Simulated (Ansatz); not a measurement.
# Cs on Au(111): change of the work function, part 2 of 3

Aim: the work function of Au(111) at several coverages of Cs (fcc site), and the dipole that each adsorbate carries.

Ansatz 0.2.0; plane-wave DFT, PBE, Ansatz PAW.

So far, work function, upper face (eV): step 2 (the clean slab) 5.16.

## 3. Adsorbate added, k-mesh 4×4×1, coverage 0.111 ML

System of this step: Cs/Au(111). The cell holds 37 atoms: 36 Au and 1 Cs. Cell: a = 8.655 Å, b = 8.655 Å, c = 28.834 Å, α = 90.0°, β = 90.0°, γ = 60.0°. Vacuum lies along c.

The clean slab as it ended is repeated in the plane and the adsorbate is set on one face; the cell's size fixes the coverage, and the k-mesh shrinks with it to keep the sampling density about even. Adsorbate and upper layers relax, since the dipole depends on the height.

Input file input.yaml:

```yaml
crystal:
  lattice:
    - [8.6549870016, 0.0, 0.0]
    - [4.3274935008, 7.4954386128, 0.0]
    - [0.0, 0.0, 28.8339810554]
  atoms:
    - { symbol: Au, position: [0.0, 0.0, 0.3121317165] }
    - { symbol: Au, position: [0.1111111111, 0.1111111111, 0.393826613] }
    - { symbol: Au, position: [0.2222222222, 0.2222222222, 0.47834514] }
    - { symbol: Au, position: [0.0, 0.0, 0.5650308724] }
    - { symbol: Au, position: [0.0, 0.3333333333, 0.3121317165] }
    - { symbol: Au, position: [0.1111111111, 0.4444444444, 0.393826613] }
    - { symbol: Au, position: [0.2222222222, 0.5555555556, 0.47834514] }
    - { symbol: Au, position: [0.0, 0.3333333333, 0.5650308724] }
    - { symbol: Au, position: [0.0, 0.6666666667, 0.3121317165] }
    - { symbol: Au, position: [0.1111111111, 0.7777777778, 0.393826613] }
    - { symbol: Au, position: [0.2222222222, 0.8888888889, 0.47834514] }
    - { symbol: Au, position: [0.0, 0.6666666667, 0.5650308724] }
    - { symbol: Au, position: [0.3333333333, 0.0, 0.3121317165] }
    - { symbol: Au, position: [0.4444444444, 0.1111111111, 0.393826613] }
    - { symbol: Au, position: [0.5555555556, 0.2222222222, 0.47834514] }
    - { symbol: Au, position: [0.3333333333, 0.0, 0.5650308724] }
    - { symbol: Au, position: [0.3333333333, 0.3333333333, 0.3121317165] }
    - { symbol: Au, position: [0.4444444444, 0.4444444444, 0.393826613] }
    - { symbol: Au, position: [0.5555555556, 0.5555555556, 0.47834514] }
    - { symbol: Au, position: [0.3333333333, 0.3333333333, 0.5650308724] }
    - { symbol: Au, position: [0.3333333333, 0.6666666667, 0.3121317165] }
    - { symbol: Au, position: [0.4444444444, 0.7777777778, 0.393826613] }
    - { symbol: Au, position: [0.5555555556, 0.8888888889, 0.47834514] }
    - { symbol: Au, position: [0.3333333333, 0.6666666667, 0.5650308724] }
    - { symbol: Au, position: [0.6666666667, 0.0, 0.3121317165] }
    - { symbol: Au, position: [0.7777777778, 0.1111111111, 0.393826613] }
    - { symbol: Au, position: [0.8888888889, 0.2222222222, 0.47834514] }
    - { symbol: Au, position: [0.6666666667, 0.0, 0.5650308724] }
    - { symbol: Au, position: [0.6666666667, 0.3333333333, 0.3121317165] }
    - { symbol: Au, position: [0.7777777778, 0.4444444444, 0.393826613] }
    - { symbol: Au, position: [0.8888888889, 0.5555555556, 0.47834514] }
    - { symbol: Au, position: [0.6666666667, 0.3333333333, 0.5650308724] }
    - { symbol: Au, position: [0.6666666667, 0.6666666667, 0.3121317165] }
    - { symbol: Au, position: [0.7777777778, 0.7777777778, 0.393826613] }
    - { symbol: Au, position: [0.8888888889, 0.8888888889, 0.47834514] }
    - { symbol: Au, position: [0.6666666667, 0.6666666667, 0.5650308724] }
    - { symbol: Cs, position: [0.1111111111, 0.1111111111, 0.6878682835] }
kpoints:
  mp_grid: { grid: [4, 4, 1] }
hamiltonian:
  xc: pbe
scf:
  occupations: { method: fermi_dirac, width: 0.1 }
  convergence: { dr2_threshold: 1.0e-08 }
efield:
  axis: 3
  dipole_correction: true
  ramp_position: 0.97
  ramp_width: 0.06
relax:
  f_tol: 0.02
  max_steps: 60
  constraints:
    - { sites: [0, 1, 4, 5, 8, 9, 12, 13, 16, 17, 20, 21, 24, 25, 28, 29, 32, 33] }
output:
  write_potential: true
  write_density: true
  volumetric_format: npy
```

Started as:

```console
ansatz run input.yaml --threads 4 --pin off --max-ram 16384MiB --backend cpu --events-out ev --progress --plain --runs-dir out
```

Log:

```text
[...]
Crystal: 37 atoms, lattice volume = 1870.545 Å³
Basis set: ecut = 420 eV, 36643 PW (Γ), exchange–correlation on 120×120×400 points (8 copies of the dense FFT grid, shifted against one another)
Bands: 416, of which v1, the nominal top of the filled ones, is band 347 counted from 1 (346 counted from 0)
Symmetry: 6 space group operations
[...]
k-points: 4 of 16 (time reversal used)
[...]
SCF iter   1: F=—  HF=-479042.496110 eV  |F-HF|=—  |Δ(HF+E_count)|=         —  Δρ=2.77e-3  dr2=3.96e0  ethr=1.77e-3  p=1.423 e·Å  D=1.38e-1 V/Å  ΔV_dip=-3.97 eV  dr2_dipole=2.40e-1  V_vac-E_F(+/−)=0.66/4.63 eV  ⟨swp⟩=6.5  Hψ=6621  notcnv=0  defer=98
[...]
SCF iter  11: F=-479042.346388 eV  HF=-479042.346388 eV  |F-HF|=7.57e-9  |Δ(HF+E_count)|=   2.14e-8  Δρ=5.24e-7  dr2=8.85e-9  ethr=1.44e-12  p=1.384 e·Å  D=1.34e-1 V/Å  ΔV_dip=-3.86 eV  dr2_dipole=1.11e-9  V_vac-E_F(+/−)=1.23/5.09 eV  ⟨swp⟩=8.2  Hψ=11482  notcnv=0
SCF 1 converged in 11 iterations: F = -479042.346388 eV  dr2 = 8.85e-9
[...]
relax step   1: F+E_penalty+E_count = -479042.34638782 eV  Δ(F+E_penalty+E_count) = +0.000e0 eV  max|allowed force component| = 7.640e-1 eV/Å  Δτ_max = 0.0000 Å  (11 SCF iters, accepted)
[...]
SCF iter   1: F=—  HF=-479042.465644 eV  |F-HF|=—  |Δ(HF+E_count)|=         —  Δρ=1.41e-3  dr2=5.97e-2  ethr=6.15e-6  p=1.384 e·Å  D=1.34e-1 V/Å  ΔV_dip=-3.86 eV  dr2_dipole=1.46e-2  V_vac-E_F(+/−)=1.24/5.11 eV  ⟨swp⟩=3.0  Hψ=6254  notcnv=0  defer=170
[...]
eigensolver tolerance schedule calibrated: the retry pair's looser diagonalisation under-reported the residual by θ = 0.29 (0.11/decade); ethr = c·dr2/N_el runs at the constant in force after the calibration composes with the one it found (an armed cap, an earlier calibration), c = 8.9e-2
[...]
SCF iter   2: F=—  HF=-479042.464433 eV  |F-HF|=—  |Δ(HF+E_count)|=   1.21e-3  Δρ=9.30e-4  dr2=4.86e-2  ethr=6.15e-6  p=1.357 e·Å  D=1.31e-1 V/Å  ΔV_dip=-3.78 eV  dr2_dipole=7.35e-3  V_vac-E_F(+/−)=1.32/5.10 eV  ⟨swp⟩=2.2  Hψ=2565  notcnv=0  defer=170
[...]
SCF iter   9: F=-479042.454677 eV  HF=-479042.454677 eV  |F-HF|=2.91e-10  |Δ(HF+E_count)|=   3.03e-8  Δρ=3.17e-7  dr2=5.45e-9  ethr=1.29e-12  p=1.342 e·Å  D=1.30e-1 V/Å  ΔV_dip=-3.74 eV  dr2_dipole=1.67e-10  V_vac-E_F(+/−)=1.36/5.10 eV  ⟨swp⟩=10.0  Hψ=10692  notcnv=0
SCF 2 converged in 9 iterations: F = -479042.454677 eV  dr2 = 5.45e-9
relax step   2: F+E_penalty+E_count = -479042.45467661 eV  Δ(F+E_penalty+E_count) = -1.083e-1 eV  max|allowed force component| = 6.578e-1 eV/Å  Δτ_max = 0.1274 Å  (9 SCF iters, accepted)
SCF iter   1: F=—  HF=-479042.565069 eV  |F-HF|=—  |Δ(HF+E_count)|=         —  Δρ=7.92e-4  dr2=2.55e-2  ethr=8.85e-5  p=1.342 e·Å  D=1.30e-1 V/Å  ΔV_dip=-3.74 eV  dr2_dipole=8.00e-3  V_vac-E_F(+/−)=1.36/5.10 eV  ⟨swp⟩=6.5  Hψ=4558  notcnv=0  defer=69
[...]
SCF iter   9: F=-479042.563020 eV  HF=-479042.563020 eV  |F-HF|=1.86e-9  |Δ(HF+E_count)|=   2.01e-8  Δρ=1.76e-7  dr2=1.55e-9  ethr=1.44e-12  p=1.232 e·Å  D=1.19e-1 V/Å  ΔV_dip=-3.44 eV  dr2_dipole=2.69e-11  V_vac-E_F(+/−)=1.67/5.10 eV  ⟨swp⟩=9.5  Hψ=10611  notcnv=0
SCF 3 converged in 9 iterations: F = -479042.563020 eV  dr2 = 1.55e-9
relax step   3: F+E_penalty+E_count = -479042.56301972 eV  Δ(F+E_penalty+E_count) = -1.083e-1 eV  max|allowed force component| = 3.154e-1 eV/Å  Δτ_max = 0.1994 Å  (9 SCF iters, accepted)
[...]
relax step   4: F+E_penalty+E_count = -479042.58734767 eV  Δ(F+E_penalty+E_count) = -2.433e-2 eV  max|allowed force component| = 9.644e-2 eV/Å  Δτ_max = 0.1939 Å  (9 SCF iters, accepted)
[...]
relax step   5: F+E_penalty+E_count = -479042.58979968 eV  Δ(F+E_penalty+E_count) = -2.452e-3 eV  max|allowed force component| = 2.240e-2 eV/Å  Δτ_max = 0.0241 Å  (8 SCF iters, accepted)
SCF iter   1: F=—  HF=-479042.590292 eV  |F-HF|=—  |Δ(HF+E_count)|=         —  Δρ=1.31e-4  dr2=2.83e-4  ethr=6.54e-7  p=1.145 e·Å  D=1.11e-1 V/Å  ΔV_dip=-3.19 eV  dr2_dipole=9.94e-6  V_vac-E_F(+/−)=1.91/5.10 eV  ⟨swp⟩=5.0  Hψ=3968  notcnv=0  defer=82
[...]
SCF iter   6: F=-479042.590192 eV  HF=-479042.590192 eV  |F-HF|=7.10e-9  |Δ(HF+E_count)|=   6.61e-8  Δρ=4.97e-7  dr2=9.39e-9  ethr=1.44e-12  p=1.141 e·Å  D=1.10e-1 V/Å  ΔV_dip=-3.18 eV  dr2_dipole=1.32e-9  V_vac-E_F(+/−)=1.92/5.10 eV  ⟨swp⟩=8.0  Hψ=11720  notcnv=0
SCF 6 converged in 6 iterations: F = -479042.590192 eV  dr2 = 9.39e-9
relax step   6: F+E_penalty+E_count = -479042.59019218 eV  Δ(F+E_penalty+E_count) = -3.925e-4 eV  max|allowed force component| = 6.630e-3 eV/Å  Δτ_max = 0.0066 Å  (6 SCF iters, accepted)
NSCF: frozen V_eff on 4 k-points
[...]
WARN: The output density's exchange-correlation potential varies sharply where the density is thin. Do not read a vacuum level from v_tot or v_xc, or from such a field of the output density. On a cell that repeats whose density bears no net charge and no dipole along the vacuum's axis use v_es (v_loc + v_h of the components); under efield.dipole_correction with no amplitude use v_es + v_field, which holds any externa [...]
SCF converged after 6 iterations
Free energy (F): -479042.590192 eV
[...]
Internal energy: -479041.955528 eV  (E = F + TS)
E sigma→0 (E₀):  -479042.272860 eV
Entropy (-TS):   -0.634664 eV (-17.153 meV/atom)
Fermi energy:    4.666277 eV
Dipole field:    D = 0.110404 V/Å  (p = 1.141278 e·Å, saw-weighted, corrected)
Work function:   Φ+ = 1.9179 eV   Φ− = 5.1013 eV
[...]
--- Forces (eV/Å), atoms counted from 1 ---
  atom   1  Au     0.00288930     0.00166814    -0.48428051
  atom   2  Au    -0.00000000    -0.00000000     0.44479255
  atom   3  Au     0.00233025     0.00134537    -0.00029477
  atom   4  Au     0.00236195     0.00136367     0.00197776
  atom   5  Au     0.00000000    -0.00333627    -0.48428051
  atom   6  Au     0.01748817     0.01170510     0.48282957
  atom   7  Au     0.00043153    -0.00024914    -0.00170294
  atom   8  Au    -0.00000000    -0.00272734     0.00197776
  atom   9  Au    -0.00292007     0.00168590    -0.47408267
  atom  10  Au    -0.00139283    -0.02099775     0.48282957
  atom  11  Au    -0.00000000    -0.00269074    -0.00029477
  atom  12  Au     0.00040599    -0.00023440     0.00085283
  atom  13  Au    -0.00288930     0.00166814    -0.48428051
  atom  14  Au     0.01888100     0.00929265     0.48282957
  atom  15  Au    -0.00000000     0.00049828    -0.00170294
  atom  16  Au    -0.00236195     0.00136367     0.00197776
  atom  17  Au    -0.00069067    -0.00039876    -0.47378135
  atom  18  Au    -0.00000000     0.00000000     0.52234067
  atom  19  Au    -0.00043153    -0.00024914    -0.00170294
  atom  20  Au    -0.00114344    -0.00066016    -0.00056802
  atom  21  Au     0.00000000     0.00079752    -0.47378135
  atom  22  Au     0.00139283    -0.02099775     0.48282957
  atom  23  Au     0.00574215    -0.00331523    -0.00392209
  atom  24  Au    -0.00000000     0.00132033    -0.00056802
  atom  25  Au     0.00000000    -0.00337181    -0.47408267
  atom  26  Au    -0.01888100     0.00929265     0.48282957
  atom  27  Au    -0.00233025     0.00134537    -0.00029477
  atom  28  Au    -0.00000000     0.00046879     0.00085283
  atom  29  Au     0.00069067    -0.00039876    -0.47378135
  atom  30  Au    -0.01748817     0.01170510     0.48282957
  atom  31  Au     0.00000000     0.00663047    -0.00392209
  atom  32  Au     0.00114344    -0.00066016    -0.00056802
  atom  33  Au     0.00292007     0.00168590    -0.47408267
  atom  34  Au    -0.00000000    -0.00000000     0.44479530
  atom  35  Au    -0.00574215    -0.00331523    -0.00392209
  atom  36  Au    -0.00040599    -0.00023440     0.00085283
  atom  37  Cs     0.00000000    -0.00000000    -0.00165664
  max |Σ_I F_I| component: 1.56e-4 eV/Å
--- Band table (eV) ---
  k-point 0: bands = [... 343 lower, 3.1360, 3.7352, 3.7352, 3.7886, 3.7930, 3.7930, 3.7983, 4.4813, ... 65 higher]
  k-point 1: bands = [... 343 lower, 3.5678, 3.5838, 3.5900, 3.7628, 4.6634, 4.6763, 4.9850, 5.0244, ... 65 higher]
  k-point 2: bands = [... 343 lower, 4.6504, 4.6513, 4.6565, 4.6582, 5.1873, 5.1880, 5.1915, 5.1990, ... 65 higher]
  k-point 3: bands = [... 343 lower, 4.6529, 4.6595, 4.6655, 4.6856, 4.7580, 4.7697, 5.1908, 5.2124, ... 65 higher]
--- Relaxed structure (6 steps of the walk, 6 accepted, 0 SCFs on fresh bases) ---
  F+E_penalty+E_count = -479042.59019218 eV   max|allowed force component| = 6.630e-3 eV/Å
  atoms:
    - { symbol: Au, position: [1.111111e-11, 1.111111e-11, 0.3121317165] }
    - { symbol: Au, position: [0.111111, 0.111111, 0.393827] }
    - { symbol: Au, position: [0.222576, 0.222576, 0.478113] }
    - { symbol: Au, position: [-0.00128096, -0.00128096, 0.564373] }
    - { symbol: Au, position: [1.111108e-11, 0.333333, 0.3121317165] }
    - { symbol: Au, position: [0.111111, 0.444444, 0.393827] }
    - { symbol: Au, position: [0.222562, 0.555386, 0.479133] }
    - { symbol: Au, position: [-0.00128096, 0.335895, 0.564373] }
    - { symbol: Au, position: [-2.222222e-11, 0.666667, 0.3121317165] }
    - { symbol: Au, position: [0.111111, 0.777778, 0.393827] }
    - { symbol: Au, position: [0.222576, 0.888181, 0.478113] }
    - { symbol: Au, position: [0.00014092, 0.666596, 0.567193] }
    - { symbol: Au, position: [0.333333, 1.111111e-11, 0.3121317165] }
    - { symbol: Au, position: [0.444444, 0.111111, 0.393827] }
    - { symbol: Au, position: [0.555386, 0.222562, 0.479133] }
    - { symbol: Au, position: [0.335895, -0.00128096, 0.564373] }
    - { symbol: Au, position: [0.333333, 0.333333, 0.3121317165] }
    - { symbol: Au, position: [0.444444, 0.444444, 0.393827] }
    - { symbol: Au, position: [0.555386, 0.555386, 0.479133] }
    - { symbol: Au, position: [0.333380, 0.333380, 0.567494] }
    - { symbol: Au, position: [0.333333, 0.666667, 0.3121317165] }
    - { symbol: Au, position: [0.444444, 0.777778, 0.393827] }
    - { symbol: Au, position: [0.556415, 0.888459, 0.478333] }
    - { symbol: Au, position: [0.333380, 0.666573, 0.567494] }
    - { symbol: Au, position: [0.666667, -2.222220e-11, 0.3121317165] }
    - { symbol: Au, position: [0.777778, 0.111111, 0.393827] }
    - { symbol: Au, position: [0.888181, 0.222576, 0.478113] }
    - { symbol: Au, position: [0.666596, 0.00014092, 0.567193] }
    - { symbol: Au, position: [0.666667, 0.333333, 0.3121317165] }
    - { symbol: Au, position: [0.777778, 0.444444, 0.393827] }
    - { symbol: Au, position: [0.888459, 0.556415, 0.478333] }
    - { symbol: Au, position: [0.666573, 0.333380, 0.567494] }
    - { symbol: Au, position: [0.666667, 0.666667, 0.3121317165] }
    - { symbol: Au, position: [0.777778, 0.777778, 0.393827] }
    - { symbol: Au, position: [0.888459, 0.888459, 0.478333] }
    - { symbol: Au, position: [0.666596, 0.666596, 0.567193] }
    - { symbol: Cs, position: [0.111111, 0.111111, 0.670500] }
```

It took 20 min on 4 threads of Arm Neoverse V1, shared host; peak memory 10 GiB; 59 min of CPU time.

Relaxation path:

```csv
step,energy less that of the first step (eV),largest force component (eV/Å)
1,0.0000,0.7640
2,-0.1083,0.6578
3,-0.2166,0.3154
4,-0.2410,0.0964
5,-0.2434,0.0224
6,-0.2438,0.0066
```

Forces are held to the 6 operations that the program found; a distortion that breaks them can't arise in this run.

The atoms that moved most (Å):

```csv
atom,dx,dy,dz,length
Cs37,0.000,0.000,-0.501,0.501
Au24,0.000,-0.001,0.071,0.071
Au20,0.001,0.000,0.071,0.071
Au32,-0.001,0.000,0.071,0.071
Au36,-0.001,-0.001,0.062,0.062
Au12,0.001,-0.001,0.062,0.062
Au28,0.000,0.001,0.062,0.062
Au16,0.017,-0.010,-0.019,0.027
```

The relaxed structure:

```xyz
37
Lattice="8.6550 0.0000 0.0000 4.3275 7.4954 0.0000 0.0000 0.0000 28.8340" Properties=species:S:1:pos:R:3
Au    0.0000    0.0000    9.0000
Au    1.4425    0.8328   11.3556
Au    2.8896    1.6683   13.7859
Au   -0.0166   -0.0096   16.2731
Au    1.4425    2.4985    9.0000
Au    2.8850    3.3313   11.3556
Au    4.3297    4.1629   13.8153
Au    1.4425    2.5177   16.2731
Au    2.8850    4.9970    9.0000
Au    4.3275    5.8298   11.3556
Au    5.7700    6.6573   13.7859
Au    2.8859    4.9964   16.3544
Au    2.8850    0.0000    9.0000
Au    4.3275    0.8328   11.3556
Au    5.7700    1.6682   13.8153
Au    2.9016   -0.0096   16.2731
Au    4.3275    2.4985    9.0000
Au    5.7700    3.3313   11.3556
Au    7.2103    4.1629   13.8153
Au    4.3281    2.4988   16.3631
Au    5.7700    4.9970    9.0000
Au    7.2125    5.8298   11.3556
Au    8.6606    6.6594   13.7923
Au    5.7700    4.9963   16.3631
Au    5.7700    0.0000    9.0000
Au    7.2125    0.8328   11.3556
Au    8.6504    1.6683   13.7859
Au    5.7700    0.0011   16.3544
Au    7.2125    2.4985    9.0000
Au    8.6550    3.3313   11.3556
Au   10.0975    4.1706   13.7923
Au    7.2119    2.4988   16.3631
Au    8.6550    4.9970    9.0000
Au   10.0975    5.8298   11.3556
Au   11.5344    6.6594   13.7923
Au    8.6541    4.9964   16.3544
Cs    1.4425    0.8328   19.3332
```

Read from the output:

| Property | Result |
| --- | --- |
| energy at zero smearing | -479042.2729 eV |
| work function, upper face | 1.918 eV |
| work function, lower face | 5.101 eV |
| dipole along the normal | 1.141 e·Å |
| step between the vacuum levels | -3.183 eV |

Running mean over 2.356 Å of the planar mean; the ramp of the sawtooth is left out. Electron's electrostatic potential energy less the Fermi level against z:

z (Å), electron's electrostatic potential energy less the Fermi level (eV) and a bar from the least value:
```
        4       5.10 ##############################
        5       5.10 ##############################
        6       5.04 ##############################
        7       4.03 ############################
        8      -3.45 ###########
        9      -8.28 #
       10      -8.64 
       11      -8.71 
       12      -8.23 #
       13      -8.07 #
       14      -8.43 #
       15      -7.02 ####
       16      -8.08 #
       17      -6.29 #####
       18       0.86 #####################
       19       1.66 #######################
       20       1.19 ######################
       21       1.64 ######################
       22       1.90 #######################
       23       1.92 #######################
       24       1.92 #######################
       25       1.92 #######################
```

The relaxation took 6 steps and lowered the energy by 0.24 eV; the largest force on the free atoms ends at 0.0066 eV/Å.

The covered face has 1.92 eV, -3.24 eV against the clean one; the bare back face has moved by +0.01 eV, a measure of how thin the slab is.

[end of part 2 of 3]

[Long decimals in the printed logs are rounded to 6 places.]

[Logs are printed without paths, hosts, clocks, repeated set-up lines and the standing remarks that a program may print on its own settings, such as how far it seeks lower states.]

[Hosts, paths, dates, database ids (printed as entryN), source tags and the programs' standing remarks are cut or masked in the printed files.]

[Maps of the electrostatic potential energy from Ansatz leave out the sawtooth potential of an applied field or a dipole correction, so their vacuum need not be flat; planar profiles and work functions include it.]
